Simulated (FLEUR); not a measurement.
# CrO2: which magnetic order is lowest

A self-consistent run ends on one state, which hangs on the start. Several orders of CrO2 are started in FLEUR and their energies compared.

Main program and level: FLEUR MaX-R8.1; LDA (VWN) with U = 3.5 eV on Cr d; all-electron FLAPW, Dirac cores, scalar-relativistic bands.

### 1. Starting point

It takes space group P4_2/mnm (No. 136, tetragonal). The conventional cell has a = 4.421 Å, b = 4.421 Å, c = 2.917 Å, α = 90.00°, β = 90.00°, γ = 90.00°. Cr has 6 O at 1.88 to 1.92 Å nearest. Nearest to O lie 3 Cr at 1.88 to 1.92 Å. Farther neighbours and most contacts between anions are not listed.

Coordinates:

```xyz
6
Lattice="4.4210 0.0000 0.0000 0.0000 4.4210 0.0000 0.0000 0.0000 2.9170" Properties=species:S:1:pos:R:3 pbc="T T T"
Cr    0.0000    0.0000    0.0000
Cr    2.2105    2.2105    1.4585
O     1.3307    1.3307    0.0000
O     0.8798    3.5412    1.4585
O     3.0903    3.0903    0.0000
O     3.5412    0.8798    1.4585
```

### 2. Run 1 (ferro ++)

The parallel start comes first: it shows whether parallel moments hold. The U counters the self-interaction that shrinks the moments of a localised shell.

inpgen writes inp.xml from crystal.txt; cutoffs, mixing, functional, smearing and local orbitals are then set in the file. The k list default-1 (kpts.xml, not shown) is a Γ-centred 8×8×8 mesh; where the ranks do not divide the number of points, some are split in two of half the weight.

Contents of inp.xml:

```
<?xml version="1.0" encoding="UTF-8" standalone="no"?>
<fleurInput fleurInputVersion="0.39">
   <comment>
      CrO2
   </comment>
   <calculationSetup>
      <cutoffs Kmax="4.4" Gmax="13.2" GmaxXC="13.2" numbands="0"/>
      <scfLoop itmax="130" minDistance="0.0001" maxIterBroyd="15" imix="Anderson" alpha="0.05" precondParam="0.0" spinf="2.0" sdNocoIR="T"/>
      <coreElectrons ctail="T" frcor="F" kcrel="0" coretail_lmax="0"/>
      <xcFunctional name="vwn" relativisticCorrections="F"/>
      <magnetism jspins="2"/>
      <soc l_soc="F" theta="0.0" phi="0.0" spav="F"/>
      <expertModes spex="0" secvar="F"/>
      <geometryOptimization l_f="F" forcealpha="1.0" forcemix="BFGS" epsdisp="0.00001" epsforce="0.00001"/>
      <ldaU l_linMix="F" mixParam="0.05" spinf="1.0"/>
   </calculationSetup>
   <cell>
      <bzIntegration valenceElectrons="52.0" mode="hist" fermiSmearingEnergy="0.00183747">
         <kPointListSelection listName="default-1"/>
         <xi:include xmlns:xi="http://www.w3.org/2001/XInclude" href="kpts.xml"> </xi:include>
      </bzIntegration>
      <xi:include xmlns:xi="http://www.w3.org/2001/XInclude" href="sym.xml"> </xi:include>
      <bulkLattice scale="1.0">
         <bravaisMatrix>
            <row-1>    8.3544791968565999     0.0000000000000000     0.0000000000000000</row-1>
            <row-2>    0.0000000000000000     8.3544791968565999     0.0000000000000000</row-2>
            <row-3>    0.0000000000000000     0.0000000000000000     5.5123311054581992</row-3>
         </bravaisMatrix>
      </bulkLattice>
   </cell>
   <atomSpecies>
      <species name="Chromium (3.000" element="Cr" atomicNumber="24">
         <mtSphere radius="2.22" gridPoints="735" logIncrement="0.016"/>
         <atomicCutoffs lmax="8" lnonsphr="6"/>
         <electronConfig flipSpins="F">
            <coreConfig>(1s1/2) (2s1/2) (2p1/2) (2p3/2)</coreConfig>
            <valenceConfig>(3s1/2) (3p1/2) (3p3/2) (4s1/2) (3d3/2) (3d5/2)</valenceConfig>
            <stateOccupation state="(4s1/2)" spinUp="0.5" spinDown="0.5"/>
            <stateOccupation state="(3d3/2)" spinUp="1.0" spinDown="1.0"/>
            <stateOccupation state="(3d5/2)" spinUp="3.0" spinDown="0.0"/>
         </electronConfig>
         <energyParameters s="4" p="4" d="3" f="4"/>
         <ldaU l="2" U="3.5" J="0.0" l_amf="F"/>
         <lo type="SCLO" l="0" n="3" eDeriv="0"/>
         <lo type="SCLO" l="1" n="3" eDeriv="0"/>
      </species>
      <species name="Oxygen (O)" element="O" atomicNumber="8">
         <mtSphere radius="1.25" gridPoints="415" logIncrement="0.025"/>
         <atomicCutoffs lmax="6" lnonsphr="4"/>
         <electronConfig flipSpins="F">
            <coreConfig>(1s1/2)</coreConfig>
            <valenceConfig>(2s1/2) (2p1/2) (2p3/2)</valenceConfig>
            <stateOccupation state="(2p1/2)" spinUp="0.666667" spinDown="0.666667"/>
            <stateOccupation state="(2p3/2)" spinUp="1.333333" spinDown="1.333333"/>
         </electronConfig>
         <energyParameters s="2" p="2" d="3" f="4"/>
      </species>
   </atomSpecies>
   <atomGroups>
      <atomGroup species="Chromium (3.000">
         <relPos label="                   1">.0000000000 .0000000000 .0000000000</relPos>
         <relPos label="                   2">1.000/2.000 1.000/2.000 1.000/2.000</relPos>
         <force calculate="T" relaxXYZ="TTT"/>
      </atomGroup>
      <atomGroup species="Oxygen (O)">
         <relPos label="                   3">.3010000000 .3010000000 .0000000000</relPos>
         <relPos label="                   4">.1990000000 -.1990000000 1.000/2.000</relPos>
         <relPos label="                   5">-.3010000000 -.3010000000 .0000000000</relPos>
         <relPos label="                   6">-.1990000000 .1990000000 1.000/2.000</relPos>
         <force calculate="T" relaxXYZ="TTT"/>
      </atomGroup>
   </atomGroups>
   <output dos="F" band="F" slice="F">
      <bandDOS minEnergy="-.5*Htr" maxEnergy="0.5*Htr" sigma="0.015" storeEVData="T"/>
      <plotting iplot="0" polar="F">
         <plot TwoD="T" vec1="  1.0  0.0  0.0" vec2="  0.0  1.0  0.0" vec3="  0.0  0.0  1.0" zero="  0.0  0.0  0.0" file="plot"/>
      </plotting>
      <moessbauerParams electricFieldGradient="F" isomerShift="F" coreHyperfine="F" valenceHyperfine="F"/>
   </output>
</fleurInput>
```

Contents of crystal.txt:

```
CrO2
&input film=F cartesian=F /
4.42100000000  0.00000000000  0.00000000000
0.00000000000  4.42100000000  0.00000000000
0.00000000000  0.00000000000  2.91700000000
1.8897261246
1.0 1.0 1.0

6
24 0.00000000000  0.00000000000  0.00000000000 : 3.000
24 0.50000000000  0.50000000000  0.50000000000 : 3.000
8 0.30100000000  0.30100000000  0.00000000000
8 0.19900000000  0.80100000000  0.50000000000
8 0.69900000000  0.69900000000  0.00000000000
8 0.80100000000  0.19900000000  0.50000000000

&kpt div1=8 div2=8 div3=8 gamma=T /
```

Launch:

```console
OMP_NUM_THREADS=1 inpgen -f crystal.txt > inpgen.log  # inp.xml is then edited as shown
OMP_NUM_THREADS=1 mpirun -n 4 fleur_MPI > fleur.log
```

What it wrote:

```text
Welcome to FLEUR        (www.flapw.de)
      MaX-Release 8.1          (www.max-centre.eu)

 ========== k-point set info ==========
 Selected k-point list: default-1
 k-point list type: mesh
 0 x 0 x 0
 Number of k points: 76

 ------------Calculation Setup---------------------------
 Number of MPI-tasks      :            4
 Number of PE/node        :            4
 Number of OMP-threads    :            1
 k-points in parallel     :            4
 pe's per k-point         :            1
 No of k-point loops      :           19
 Eigenvalue solver        :       lapack
 Number of basis functions:          608
 Approximate size of matrices (H+S) per k-point:         0.006 GB
 --------------------------------------------------------
 no density matrix found ... skipping LDA+U
 Reset of history
 Iteration:     1   Distance:      51.08346198 me/bohr^3
 Iteration:     2   Distance:      45.84337764 me/bohr^3
 Iteration:     3   Distance:      38.92425977 me/bohr^3
 Iteration:     4   Distance:      16.41945803 me/bohr^3
 Iteration:     5   Distance:      24.45069208 me/bohr^3
 Iteration:     6   Distance:      10.06763835 me/bohr^3
 Iteration:     7   Distance:       5.25328755 me/bohr^3
 Iteration:     8   Distance:       6.73432040 me/bohr^3
 Iteration:     9   Distance:       1.99380539 me/bohr^3
 Iteration:    10   Distance:       0.93222355 me/bohr^3
 Iteration:    11   Distance:       0.73871170 me/bohr^3
 Iteration:    12   Distance:       0.23907358 me/bohr^3
 Iteration:    13   Distance:       0.19310126 me/bohr^3
 Iteration:    14   Distance:       0.10708170 me/bohr^3
 Iteration:    15   Distance:       0.07851442 me/bohr^3
 Iteration:    16   Distance:       0.03712033 me/bohr^3
 Iteration:    17   Distance:       0.02733256 me/bohr^3
 Iteration:    18   Distance:       0.01507060 me/bohr^3
 Iteration:    19   Distance:       0.00874138 me/bohr^3
 Iteration:    20   Distance:       0.00563226 me/bohr^3
 Iteration:    21   Distance:       0.00301631 me/bohr^3
 Iteration:    22   Distance:       0.00109187 me/bohr^3
 Iteration:    23   Distance:       0.00041673 me/bohr^3
 Iteration:    24   Distance:       0.00018960 me/bohr^3
 Iteration:    25   Distance:       0.00012757 me/bohr^3
 Iteration:    26   Distance:       0.00001664 me/bohr^3

 ********************************************************************
 Run finished successfully
 Stop message:
   all done
 ********************************************************************

--- out.xml (last complete iteration) ---
<iteration numberForCurrentRun="   26" overallNumber="   26">
         [... left out ...]
         <bandgap value="0.0783176566" units="eV"/>
         <sumValenceSingleParticleEnergies value="-25.3528301697" units="Htr"/>
         <FermiEnergy value="0.2532008635" units="Htr"/>
         <valenceDensity>
            <mtCharges spin="1">
               <mtCharge atomType="1" total="7.3586178" s="1.1412327" p="3.1959816" d="2.9394404" f="0.0610018"/>
               <mtCharge atomType="2" total="1.8800983" s="0.6057121" p="1.2711353" d="0.0028261" f="0.0003638"/>
            </mtCharges>
            <mtCharges spin="2">
               <mtCharge atomType="1" total="5.1294481" s="1.1250102" p="3.1764950" d="0.7447482" f="0.0604996"/>
               <mtCharge atomType="2" total="2.0018986" s="0.6113240" p="1.3892077" d="0.0011487" f="0.0001844"/>
            </mtCharges>
            <spinDependentCharge spin="1" total="28.0000000" interstitial="5.7623712" mtSpheres="22.2376288"/>
            <spinDependentCharge spin="2" total="24.0000000" interstitial="5.7335097" mtSpheres="18.2664903"/>
            <totalCharge value="52.0000000000"/>
         </valenceDensity>
         [... left out ...]
         <allElectronCharges>
            <spinDependentCharge spin="1" total="42.0000000" interstitial="5.7623868" mtSpheres="36.2376132"/>
            <spinDependentCharge spin="2" total="38.0000000" interstitial="5.7335252" mtSpheres="32.2664748"/>
            <totalCharge value="79.9999999970"/>
         </allElectronCharges>
         <magneticMomentsInMTSpheres units="muBohr">
            <globalMagMoment atomType="1" vec="0.00000   0.00000   2.22917"/>
            <localMagMoment atomType="1" vec="0.00000   0.00000   2.22917"/>
            <globalMagMoment atomType="2" vec="0.00000   0.00000  -0.12180"/>
            <localMagMoment atomType="2" vec="0.00000   0.00000  -0.12180"/>
         </magneticMomentsInMTSpheres>
         <moessbauerParams unitsHFF="kG" unitsIS="e/bohr^3" unitsEFG="Htr/bohr^2">
         </moessbauerParams>
         <totalEnergy value="    -2396.8252954233" units="Htr">
            <sumOfEigenvalues value="    -1372.3256302548">
               <coreElectrons value="-1346.9728000850"/>
               <valenceElectrons value="-25.3528301697"/>
            </sumOfEigenvalues>
            <densityCoulombPotentialIntegral value="-3624.1002031659"/>
            <densityEffectivePotentialIntegral value="-3790.1938963276"/>
            <chargeDenXCDenIntegral value="-125.6394462346"/>
            <FockExchangeEnergyValence value="0.0000000000"/>
            <FockExchangeEnergyCore value="0.0000000000"/>
            <atomTypeDependentContributions atomType="1">
               <electronNucleiInteractionDifferentMTs value="2493.1095174721"/>
               <MadelungTerm value="-20.9932621899"/>
            </atomTypeDependentContributions>
            <atomTypeDependentContributions atomType="2">
               <electronNucleiInteractionDifferentMTs value="336.2836948385"/>
               <MadelungTerm value="-26.8940981508"/>
            </atomTypeDependentContributions>
            <dftUCorrection value="-0.2765589727"/>
            <tkbTimesEntropy value="0.0001934714"/>
            <freeEnergy value="-2396.8254888947"/>
            <extrapolationTo0K value="-2396.8253921590"/>
         </totalEnergy>
         <ldaUDensityMatrix>
            <densityMatrixFor spin="1" atomType="1" uIndex="1" l="2" U="3.50000000" J="0.00000000">
               (+0.51007,+0.00000) (+0.00000,+0.00000) (+0.00000,+0.17516) (+0.00000,+0.00000) (-0.03547,+0.00000)
               (+0.00000,+0.00000) (+0.58299,+0.00000) (+0.00000,+0.00000) (+0.00000,-0.23451) (+0.00000,+0.00000)
               (+0.00000,-0.17516) (+0.00000,+0.00000) (+0.75332,+0.00000) (+0.00000,+0.00000) (+0.00000,+0.17516)
               (+0.00000,+0.00000) (+0.00000,+0.23451) (+0.00000,+0.00000) (+0.58299,+0.00000) (+0.00000,+0.00000)
               (-0.03547,+0.00000) (+0.00000,+0.00000) (+0.00000,-0.17516) (+0.00000,+0.00000) (+0.51007,+0.00000)
            </densityMatrixFor>
            <densityMatrixFor spin="2" atomType="1" uIndex="1" l="2" U="3.50000000" J="0.00000000">
               (+0.15078,+0.00000) (+0.00000,+0.00000) (+0.00000,-0.06308) (+0.00000,+0.00000) (-0.04913,+0.00000)
               (+0.00000,+0.00000) (+0.16499,+0.00000) (+0.00000,+0.00000) (+0.00000,+0.08326) (+0.00000,+0.00000)
               (+0.00000,+0.06308) (+0.00000,+0.00000) (+0.11321,+0.00000) (+0.00000,+0.00000) (+0.00000,-0.06308)
               (+0.00000,+0.00000) (+0.00000,-0.08326) (+0.00000,+0.00000) (+0.16499,+0.00000) (+0.00000,+0.00000)
               (-0.04913,+0.00000) (+0.00000,+0.00000) (+0.00000,+0.06308) (+0.00000,+0.00000) (+0.15078,+0.00000)
            </densityMatrixFor>
         </ldaUDensityMatrix>
         <ldaUDensityMatrixConvergence>
            <distance spin="1" distance="0.000001"/>
            <distance spin="2" distance="0.000000"/>
         </ldaUDensityMatrixConvergence>
         <densityConvergence units="me/bohr^3">
            <chargeDensity spin="1" distance="0.0000082117"/>
            <chargeDensity spin="2" distance="0.0000097050"/>
            <overallChargeDensity distance="0.0000166434"/>
            <spinDensity distance="0.0000067996"/>
         </densityConvergence>
      </iteration>
```

Elapsed: 99 s, on 4 MPI ranks of AMD EPYC 7R32 (Zen 2), shared host; peak memory 0.31 GiB.

Spin moment in the muffin-tin sphere by atom:

```
atom  spin moment in the muffin-tin sphere (μB)
 Cr1                                       2.23
 Cr2                                       2.23
  O3                                      -0.12
  O4                                      -0.12
  O5                                      -0.12
  O6                                      -0.12
```

This step gave:

| Quantity | Value |
| --- | --- |
| free energy | -65220.9441 eV |
| program's band gap on this mesh (in a metal only a level spacing) | 0.07832 eV |
| magnetization | 4 μB |
| final state | ferromagnetic, with opposed induced moments |

After 26 cycles the largest moment stands at 2.23 μB.

[end of part 1 of 3]

[Logs and program files are shortened in this print: banners, set-up blocks, solver, clock and traceback lines can be left out without a mark of their own.]

[Logs are printed without paths, hosts, clocks, repeated set-up lines and the standing remarks that a program may print on its own settings, such as how far it seeks lower states.]

[Hosts, paths, dates, database ids (printed as entryN), source tags and the programs' standing remarks are cut or masked in the printed files.]

[Where a cell is said to come from a database of computed structures, the database is the Materials Project.]
